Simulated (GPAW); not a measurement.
# An RPA energy curve for PtS2 (P-3m1)

Where does RPA put the minimum of PtS2 (P-3m1), against the functional it starts from?

Method: PBE and many-body steps on it, plane waves, in GPAW 26.7.0.

### Step 1. The structure

It takes space group P-3m1 (No. 164, trigonal). Conventional cell: a = 3.549 Å, b = 3.549 Å, c = 5.597 Å, α = 90.00°, β = 90.00°, γ = 120.00°. Nearest to Pt lie 6 S at 2.39 Å. Nearest to S lie 3 Pt at 2.39 Å. Farther neighbours and most contacts between anions are not listed.

The cell and positions are those that the Materials Project relaxed with its own functionals (PBE, PBE+U or r2SCAN), kept fixed. Spin-orbit coupling is left out unless a step names it.

### Step 2. Ground state

This step: GPAW 26.7.0; DFT, PBE, plane waves, PAW.

The ground-state density comes first.

File run.py:

```python
import json
import numpy as np
from gpaw.mpi import world
from ase import Atoms
from gpaw import GPAW, PW, FermiDirac

atoms = Atoms(['Pt', 'S', 'S'],
    cell=[[3.5487421893, 0.0000000000, 0.0000000000],
      [-1.7743710947, 3.0733008875, 0.0000000000],
      [0.0000000000, 0.0000000000, 5.5970665400]],
    scaled_positions=[[0.0000000000, 0.0000000000, 0.0000000000],
      [0.6666666667, 0.3333333333, 0.7796640600],
      [0.3333333333, 0.6666666667, 0.2203359400]],
    pbc=(True, True, True))
calc = GPAW(mode=PW(450),
    xc='PBE',
    kpts={'size': (6, 6, 4), 'gamma': True},
    occupations=FermiDirac(0.001),
    nbands=-7,
    convergence={'density': 1e-6, 'bands': -3},
    maxiter=100,
    txt='gs.txt')
atoms.calc = calc
res = {'energy': atoms.get_potential_energy()}
kpts = calc.get_ibz_k_points()
res['kpts'] = kpts
res['eigenvalues'] = [calc.get_eigenvalues(kpt=k) for k in range(len(kpts))]
res['n_electrons'] = calc.get_number_of_electrons()
calc.write('gs.gpw')

if world.rank == 0:
    with open('result.json', 'w') as f:
        json.dump(res, f, default=lambda x: x.tolist())
```

Launch:

```bash
$ mpirun -n 4 gpaw python run.py
```

Numbers of over 12 decimals in the logs are rounded to 6 here.

The log of the run:

```text
__  _  _
 | _ |_)|_||  |
 |__||  | ||/\| - 26.7.0

Input parameters:
  mode=PW(ecut=450.000000),
  convergence={'density': 1e-06, 'bands': -3},
  kpts=MonkhorstPack(size=(6, 6, 4), gamma=True),
  maxiter=100,
  nbands=-7,
  occupations=Occupations(name='fermi-dirac', width=0.001, fixmagmom=False),
  xc=XC(name='PBE')
  [... matrices ...]
Diagonalizing LCAO Hamiltonian
Converting LCAO to pw mode

            S

         S

       Pt

Atoms  # Å, Bohr magnetons
|   | symbol |         x |        y |        z |    initial magnetic moments |
| 0 |     Pt |  0.000000 | 0.000000 | 0.000000 | ( 0.0000,  0.0000,  0.0000) |
| 1 |      S |  1.774371 | 1.024434 | 4.363832 | ( 0.0000,  0.0000,  0.0000) |
| 2 |      S | -0.000000 | 2.048867 | 1.233235 | ( 0.0000,  0.0000,  0.0000) |

Unit cell  # Å
| periodic |         x |        y |        z |  lengths |     angles |
|      yes |  3.548742 | 0.000000 | 0.000000 | 3.548742 |  90.000000 |
|      yes | -1.774371 | 3.073301 | 0.000000 | 3.548742 |  90.000000 |
|      yes |  0.000000 | 0.000000 | 5.597067 | 5.597067 | 120.000000 |

Number of symmetries: 12
Symmetry operations  # r_c * U_cc + t_c -> r_c
|    | kind |            matrix            |
|  0 |  σ   |  1, 1, 0,  0,-1, 0,  0, 0, 1 |
|  1 |  S6  |  1, 1, 0, -1, 0, 0,  0, 0,-1 |
|  2 |  E   |  1, 0, 0,  0, 1, 0,  0, 0, 1 |
|  3 |  C2  |  1, 0, 0, -1,-1, 0,  0, 0,-1 |
|  4 |  C2  |  0, 1, 0,  1, 0, 0,  0, 0,-1 |
|  5 |  C3  |  0, 1, 0, -1,-1, 0,  0, 0, 1 |
|  6 |  S6  |  0,-1, 0,  1, 1, 0,  0, 0,-1 |
|  7 |  σ   |  0,-1, 0, -1, 0, 0,  0, 0, 1 |
|  8 |  σ   | -1, 0, 0,  1, 1, 0,  0, 0, 1 |
|  9 |  i   | -1, 0, 0,  0,-1, 0,  0, 0,-1 |
| 10 |  C3  | -1,-1, 0,  1, 0, 0,  0, 0, 1 |
| 11 |  C2  | -1,-1, 0,  0, 1, 0,  0, 0,-1 |

BZ-sampling:
  Number of BZ points: 144
  Number of IBZ points: 24

  Monkhorst-Pack size: [6, 6, 4]
  Monkhorst-Pack shift: [0.083333, 0.083333, 0.125]

K-points  # in reciprocal-cell coordinates
|     |                                coordinates |     weight |
|   0 | (  0.00000000,   0.00000000,   0.00000000) | 0.00694444 |
|   1 | (  0.00000000,   0.00000000,   0.25000000) | 0.01388889 |
|   2 | (  0.00000000,   0.00000000,   0.50000000) | 0.00694444 |
[...]
|   9 | (  0.33333333,  -0.16666667,   0.50000000) | 0.04166667 |
| ... |                                            |            |
|  23 | (  0.50000000,   0.50000000,   0.50000000) | 0.02083333 |

Plane wave coefficients: 1338
Cutoff: 450.000000 eV

Spin-components: 1 (collinear spins)
Bands:           21
Projectors:      16
Spin-degeneracy: 2
Datatype:        complex128

  Storage: CPU
  Wave functions: 10_604_160 bytes (2_651_040 per core)
  Projectors: 11_614_080 bytes (2_903_520 per core)
  [... matrices ...]
[...]
Using partial waves for Pt as LCAO basis

  S:
    name:    Sulfur
    Z:       16.0
    valence: 6
    core:    10
    charge:  0.0  # [|e|]
    compensation charges:
      type: gauss
      rc: 0.24  # [Å]
      lmax: 2
    cutoffs:
      filter: 1.77  # [Å]
      core: 1.66  # [Å]
    projectors
    | kind |    occ | energy [eV] | rcut [Å] |
    |   3s |  2.000 |     -17.254 |    0.974 |
    |   3p |  4.000 |      -7.008 |    0.979 |
    |    s |        |       9.957 |    0.974 |
    |    p |        |      20.203 |    0.979 |
    |    d |        |       0.000 |    0.900 |

    Using partial waves for S as LCAO basis

Reference energy: -522090.602563  # eV

eigensolver:
  PPCG
  Converge bands: -3
  niter=2

density mixing:
  MSR1-Mixer
  Pratt-step length: 0.05
  Maximum mixing coefficient: 0.75
  Old densities: 10
  SVD Regularization: 0.005
  Good broyden scale: 1.0
  Trust region scale: 1.0
  Backstep threshold: 4.0
  History deletion threshold: 6.0
  Fourier metric: weight=20.0, sigma=0.015

occupation numbers:
  Fermi-Dirac:
    width: 0.0010  # eV

poisson solver:
  ecut: 3600.000000  # eV

xc functional:
  name: PBE with 2 nearest neighbor stencil

Initialization done in: 0.771 s

convergence criteria:
- Maximum integral of absolute [dens]ity change: 1e-06 electrons / valence electron
- Maximum [total energy] change in last 3 cyles: 0.0005 eV / valence electron
- Maximum integral of absolute [eigenst]ate change: 4e-08 eV^2 / valence electron
maximum number of iterations: 100

SCF iterations
|iter     |     time |      energy | eigst |  dens |
|iter:   1|  |  -17.126163 | +0.83 |       |
|iter:   2|  |  -16.600624 | -0.84 | -1.06 |
|iter:   3|  |  -15.690076 | -0.90 | -1.13 |
|iter:   4|  |  -15.671629 | -2.47 | -1.61 |
|iter:   5|  |  -15.658469 | -2.77 | -1.82 |
|iter:   6|  |  -15.658431c| -4.01 | -2.69 |
|iter:   7|  |  -15.658510c| -4.70 | -3.19 |
|iter:   8|  |  -15.658514c| -5.98 | -3.94 |
|iter:   9|  |  -15.658515c| -6.94 | -4.48 |
|iter:  10|  |  -15.658515c| -7.58c| -4.90 |
|iter:  11|  |  -15.658515c| -8.11c| -5.67 |
|iter:  12|  |  -15.658515c| -8.89c| -6.21c|

Converged in 12 steps
SCF loop duration: 3.213 s (0.268 s/step)
Energy contributions relative to reference atoms: (reference = -522090.602563)
  [... matrices ...]
Energy contributions:
  Kinetic:           0.479570
  Coulomb:          -3.429600
  Zero:             -0.366429
  External:          0.000000
  Xc:              -12.342055
  Entropy:          -0.000000
  Spinorbit:         0.000000
  ----------------------------
  Free energy:     -15.658515
  Extrapolated:    -15.658515

dipole moment: (-6.140075, -10.634922, -19.368220)  # |e|*Ang

Fermi level: 6.755
Eigenvalues  # (at kpt = [0.000, 0.000, 0.000])
| band index |      eig [eV] | occ [0-2] |
|          0 |       -47.657 |     2.000 |
|        ... |               |           |
|          6 |        -0.347 |     2.000 |
|          7 |        -0.347 |     2.000 |
[...]
|         19 |        14.095 |     0.000 |
|         20 |        16.695 |     0.000 |

Gap: 1.304 eV
Transition (v -> c):
  (s=0, k=3, n=13, [0.17, 0.00, -0.25]) -> (s=0, k=10, n=14, [0.33, 0.00, -0.25])
Direct/indirect transitions are different
Direct gap: 1.618 eV
Transition at: (s=0, k=3, n=13, [0.17, 0.00, -0.25])
# Writing to gs.gpw (mode='')
  [... matrices ...]
```

Run time: 5.6 s. Hardware: 4 MPI ranks of Arm Neoverse V2, shared host; peak memory 0.63 GiB.

Numbers from this step:

```yaml
total_energy: -15.66 eV
gap: 1.304 eV
k_of_the_valence_top: 0.1667, 0, -0.25
k_of_the_conduction_bottom: 0.3333, 0, -0.25
least_direct_gap: 1.618 eV
```

The gap is indirect, with the least direct gap 0.31 eV higher.

### Step 3. Empty states on the mesh

The sums over transitions need many empty states on a uniform mesh; this step solves for them.

run.py: that of step 2 with these lines changed.

```diff
@@ -16,10 +16,12 @@
     xc='PBE',
-    kpts={'size': (6, 6, 4), 'gamma': True},
+    kpts={'size': (3, 3, 2), 'gamma': True},
     occupations=FermiDirac(0.001),
-    nbands=-7,
-    convergence={'density': 1e-6, 'bands': -3},
-    maxiter=100,
-    txt='gs.txt')
+    convergence={'density': 1e-6},
+    parallel={'domain': 1, 'band': 1},
+    txt='nscf.txt')
 atoms.calc = calc
-res = {'energy': atoms.get_potential_energy()}
+atoms.get_potential_energy()
+calc.diagonalize_full_hamiltonian(nbands=592)
+calc.write('full.gpw', mode='all')
+res = {}
 kpts = calc.get_ibz_k_points()
@@ -28,3 +30,2 @@
 res['n_electrons'] = calc.get_number_of_electrons()
-calc.write('gs.gpw')
```

Launch:

```bash
$ mpirun -n 4 gpaw python run.py
```

The log of the run:

```text
__  _  _
 | _ |_)|_||  |
 |__||  | ||/\| - 26.7.0

Input parameters:
  mode=PW(ecut=450.000000),
  convergence={'density': 1e-06},
  kpts=MonkhorstPack(size=(3, 3, 2), gamma=True),
  occupations=Occupations(name='fermi-dirac', width=0.001, fixmagmom=False),
  parallel={'domain': 1, 'band': 1},
  xc=XC(name='PBE')
  [... matrices ...]
Diagonalizing LCAO Hamiltonian
Converting LCAO to pw mode

            S

         S

       Pt

Atoms  # Å, Bohr magnetons
|   | symbol |         x |        y |        z |    initial magnetic moments |
| 0 |     Pt |  0.000000 | 0.000000 | 0.000000 | ( 0.0000,  0.0000,  0.0000) |
| 1 |      S |  1.774371 | 1.024434 | 4.363832 | ( 0.0000,  0.0000,  0.0000) |
| 2 |      S | -0.000000 | 2.048867 | 1.233235 | ( 0.0000,  0.0000,  0.0000) |

Unit cell  # Å
| periodic |         x |        y |        z |  lengths |     angles |
|      yes |  3.548742 | 0.000000 | 0.000000 | 3.548742 |  90.000000 |
|      yes | -1.774371 | 3.073301 | 0.000000 | 3.548742 |  90.000000 |
|      yes |  0.000000 | 0.000000 | 5.597067 | 5.597067 | 120.000000 |

Number of symmetries: 12
Symmetry operations  # r_c * U_cc + t_c -> r_c
|    | kind |            matrix            |
|  0 |  σ   |  1, 1, 0,  0,-1, 0,  0, 0, 1 |
|  1 |  S6  |  1, 1, 0, -1, 0, 0,  0, 0,-1 |
|  2 |  E   |  1, 0, 0,  0, 1, 0,  0, 0, 1 |
|  3 |  C2  |  1, 0, 0, -1,-1, 0,  0, 0,-1 |
|  4 |  C2  |  0, 1, 0,  1, 0, 0,  0, 0,-1 |
|  5 |  C3  |  0, 1, 0, -1,-1, 0,  0, 0, 1 |
|  6 |  S6  |  0,-1, 0,  1, 1, 0,  0, 0,-1 |
|  7 |  σ   |  0,-1, 0, -1, 0, 0,  0, 0, 1 |
|  8 |  σ   | -1, 0, 0,  1, 1, 0,  0, 0, 1 |
|  9 |  i   | -1, 0, 0,  0,-1, 0,  0, 0,-1 |
| 10 |  C3  | -1,-1, 0,  1, 0, 0,  0, 0, 1 |
| 11 |  C2  | -1,-1, 0,  0, 1, 0,  0, 0,-1 |

BZ-sampling:
  Number of BZ points: 18
  Number of IBZ points: 6

  Monkhorst-Pack size: [3, 3, 2]
  Monkhorst-Pack shift: [0.0, 0.0, 0.25]

K-points  # in reciprocal-cell coordinates
|   |                                coordinates |     weight |
| 0 | (  0.00000000,   0.00000000,   0.00000000) | 0.05555556 |
| 1 | (  0.00000000,   0.00000000,   0.50000000) | 0.05555556 |
| 2 | (  0.33333333,   0.00000000,   0.00000000) | 0.33333333 |
| 3 | (  0.33333333,   0.00000000,   0.50000000) | 0.33333333 |
| 4 | (  0.33333333,   0.33333333,   0.00000000) | 0.11111111 |
| 5 | (  0.33333333,   0.33333333,   0.50000000) | 0.11111111 |

Plane wave coefficients: 1338
Cutoff: 450.000000 eV

Spin-components: 1 (collinear spins)
Bands:           20
Projectors:      16
Spin-degeneracy: 2
Datatype:        complex128

  Storage: CPU
  Wave functions: 2_524_800 bytes (631_200 per core)
  Projectors: 2_903_520 bytes (725_880 per core)
  [... matrices ...]
Parallelization:
  kpt:    4
  domain: 1
  band:   1

Density:
[...]
S:
    name:    Sulfur
    Z:       16.0
    valence: 6
    core:    10
    charge:  0.0  # [|e|]
    compensation charges:
      type: gauss
      rc: 0.24  # [Å]
      lmax: 2
    cutoffs:
      filter: 1.77  # [Å]
      core: 1.66  # [Å]
    projectors
    | kind |    occ | energy [eV] | rcut [Å] |
    |   3s |  2.000 |     -17.254 |    0.974 |
    |   3p |  4.000 |      -7.008 |    0.979 |
    |    s |        |       9.957 |    0.974 |
    |    p |        |      20.203 |    0.979 |
    |    d |        |       0.000 |    0.900 |

    Using partial waves for S as LCAO basis

Reference energy: -522090.602563  # eV

eigensolver:
  PPCG
  Converge bands: occupied
  niter=2

density mixing:
  MSR1-Mixer
  Pratt-step length: 0.05
  Maximum mixing coefficient: 0.75
  Old densities: 10
  SVD Regularization: 0.005
  Good broyden scale: 1.0
  Trust region scale: 1.0
  Backstep threshold: 4.0
  History deletion threshold: 6.0
  Fourier metric: weight=20.0, sigma=0.015

occupation numbers:
  Fermi-Dirac:
    width: 0.0010  # eV

poisson solver:
  ecut: 3600.000000  # eV

xc functional:
  name: PBE with 2 nearest neighbor stencil

Initialization done in: 0.731 s

convergence criteria:
- Maximum integral of absolute [dens]ity change: 1e-06 electrons / valence electron
- Maximum [total energy] change in last 3 cyles: 0.0005 eV / valence electron
- Maximum integral of absolute [eigenst]ate change: 4e-08 eV^2 / valence electron
maximum number of iterations: 333

SCF iterations
|iter     |     time |      energy | eigst |  dens |
|iter:   1|  |  -17.155593 | +0.32 |       |
|iter:   2|  |  -16.668688 | -1.28 | -1.07 |
|iter:   3|  |  -15.777689 | -1.10 | -1.14 |
|iter:   4|  |  -15.760740 | -2.62 | -1.66 |
|iter:   5|  |  -15.749199 | -3.00 | -1.85 |
|iter:   6|  |  -15.749195c| -4.40 | -2.80 |
|iter:   7|  |  -15.749262c| -5.00 | -3.22 |
|iter:   8|  |  -15.749266c| -6.28 | -3.96 |
|iter:   9|  |  -15.749266c| -7.37 | -4.51 |
|iter:  10|  |  -15.749266c| -7.66c| -4.94 |
|iter:  11|  |  -15.749266c| -8.26c| -5.61 |
|iter:  12|  |  -15.749266c| -8.72c| -6.23c|

Converged in 12 steps
SCF loop duration: 1.373 s (0.114 s/step)
Energy contributions relative to reference atoms: (reference = -522090.602563)
  [... matrices ...]
Energy contributions:
  Kinetic:           0.197459
  Coulomb:          -3.284685
  Zero:             -0.363704
  External:          0.000000
  Xc:              -12.298337
  Entropy:          -0.000000
  Spinorbit:         0.000000
  ----------------------------
  Free energy:     -15.749266
  Extrapolated:    -15.749266

dipole moment: (-6.138343, -10.631922, -19.362756)  # |e|*Ang

Fermi level: 6.914
Eigenvalues  # (at kpt = [0.000, 0.000, 0.000])
| band index |      eig [eV] | occ [0-2] |
|          0 |       -47.628 |     2.000 |
|        ... |               |           |
|          6 |        -0.334 |     2.000 |
|          7 |        -0.334 |     2.000 |
[...]
|         18 |        14.107 |     0.000 |
|         19 |        14.107 |     0.000 |

Gap: 1.556 eV
Transition (v -> c):
  (s=0, k=0, n=13, [0.00, 0.00, 0.00]) -> (s=0, k=4, n=14, [0.33, 0.33, 0.00])
Direct/indirect transitions are different
Direct gap: 2.403 eV
Transition at: (s=0, k=4, n=13, [0.33, 0.33, 0.00])
Matrix size: 1315x1315
# Writing to full.gpw (mode='all')
  [... matrices ...]
```

Run time: 9.7 s. Hardware: 4 MPI ranks; peak memory 1.1 GiB; 38 s of CPU time.

Numbers from this step:

| Quantity | Value |
| --- | --- |
| gap | 1.556 eV |
| k of the valence top | 0, 0, 0 |
| k of the conduction bottom | 0.3333, 0.3333, 0 |
| least direct gap | 2.403 eV |
| k points computed | 6 |
| lowest point of the top converged band, above the valence top | 248.4546 eV |

On this mesh the gap is 1.556 eV. The earlier step found 1.304 eV, so this mesh misses an edge.

### Step 4. EXX and RPA energies

The RPA correlation energy is summed at several response cutoffs, since it converges slowly from above.

This step: EXX+RPA on PBE, plane waves, PAW.

File run.py:

```python
import json
import numpy as np
from gpaw.mpi import world
from gpaw.hybrids.energy import non_self_consistent_energy
from gpaw.xc.rpa import RPACorrelation

exx = non_self_consistent_energy('full.gpw', 'EXX')
ecut = [144.0, 168.0, 192.0, 216.0, 240.0]
rpa = RPACorrelation('full.gpw', ecut=ecut, nfrequencies=10, skip_gamma=False, txt='rpa.txt')
res = {'exx_terms': exx, 'ec': rpa.calculate()}

if world.rank == 0:
    with open('result.json', 'w') as f:
        json.dump(res, f, default=lambda x: x.tolist())
```

Launch:

```bash
$ mpirun -n 4 gpaw python run.py
```

The log of the run:

```text
----------------------------------------------------------
Non-self-consistent RPA correlation energy
----------------------------------------------------------

Atoms                          : PtS2
Ground state XC functional     : PBE
Valence electrons              : 28
Number of bands                : 592
Number of spins                : 1
Number of k-points             : 18
Number of irreducible k-points : 6
Number of irreducible q-points : 6

    q: [0.0000 0.0000 0.0000] - weight: 0.056
    q: [0.0000 0.0000 0.5000] - weight: 0.056
    q: [0.3333 0.0000 0.0000] - weight: 0.333
    q: [0.3333 0.0000 0.5000] - weight: 0.333
    q: [0.3333 0.3333 0.0000] - weight: 0.111
    q: [0.3333 0.3333 0.5000] - weight: 0.111

----------------------------------------------------------
----------------------------------------------------------

Analytical coupling constant integration

Frequencies
    Gauss-Legendre integration with 10 frequency points
    Transformed from [0,oo] to [0,1] using e^[-aw^(1/B)]
    Highest frequency point at 800.0 eV and B=2.0

Parallelization
    Total number of CPUs          : 4
    G-vector decomposition        : 1
    K-point/band decomposition    : 4

Response function bands : Equal to number of plane waves
Plane wave cutoffs (eV) : 144.000 168.000 192.000 216.000 240.000
No Coulomb truncation

# 0
q = [0.000 0.000 0.000]
E_cut = 144 eV / Bands = 251:
E_c(q) = -33.608 eV
E_cut = 168 eV / Bands = 311:
E_c(q) = -34.453 eV
E_cut = 192 eV / Bands = 379:
E_c(q) = -35.052 eV
[...]
# 1
q = [0.000 0.000 0.500]
[...]
# 2
q = [0.333 0.000 0.000]
[...]
# 3
q = [0.333 0.000 0.500]
[...]
# 4
q = [0.333 0.333 0.000]
[...]
# 5
q = [0.333 0.333 0.500]
[...]
E_cut = 216 eV / Bands = 444:
E_c(q) = -32.449 eV
E_cut = 240 eV / Bands = 510:
E_c(q) = -32.771 eV

==========================================================

Total correlation energy:
   144:   -31.3743 eV
   168:   -32.3095 eV
   192:   -32.9388 eV
   216:   -33.4171 eV
   240:   -33.7852 eV

Extrapolated energies:
   144 - 168:  -35.904 eV
   168 - 192:  -35.777 eV
   192 - 216:  -35.892 eV
   216 - 240:  -35.935 eV
```

Elapsed: 2.6 min, on 4 MPI ranks; peak memory 1.6 GiB.

Numbers from this step:

- EXX total energy: 144.6756 eV
- DFT energy on this mesh: -15.75 eV
- RPA correlation, extrapolated: -35.86 eV
- EXX+RPA energy: 108.8127 eV

Extrapolated over the last four rungs as cutoff^-3/2; the ladder scales with the cell. RPA ladder, by row:

```
response cutoff (eV)  correlation energy (eV)
                 144                   -31.37
                 168                   -32.31
                 192                   -32.94
                 216                   -33.42
                 240                   -33.79
```

[end of part 1 of 2]

[Paths, hosts, dates, memory and timing lines, banners, echoed tables and standing remarks are left out of the program output.]

[Logs are printed without paths, hosts, clocks, repeated set-up lines and the standing remarks that a program may print on its own settings, such as how far it seeks lower states.]

[Runs of the session that timed out or met a known fault of the program may be left out.]

[Hosts, paths, dates, database ids (printed as entryN), source tags and the programs' standing remarks are cut or masked in the printed files.]
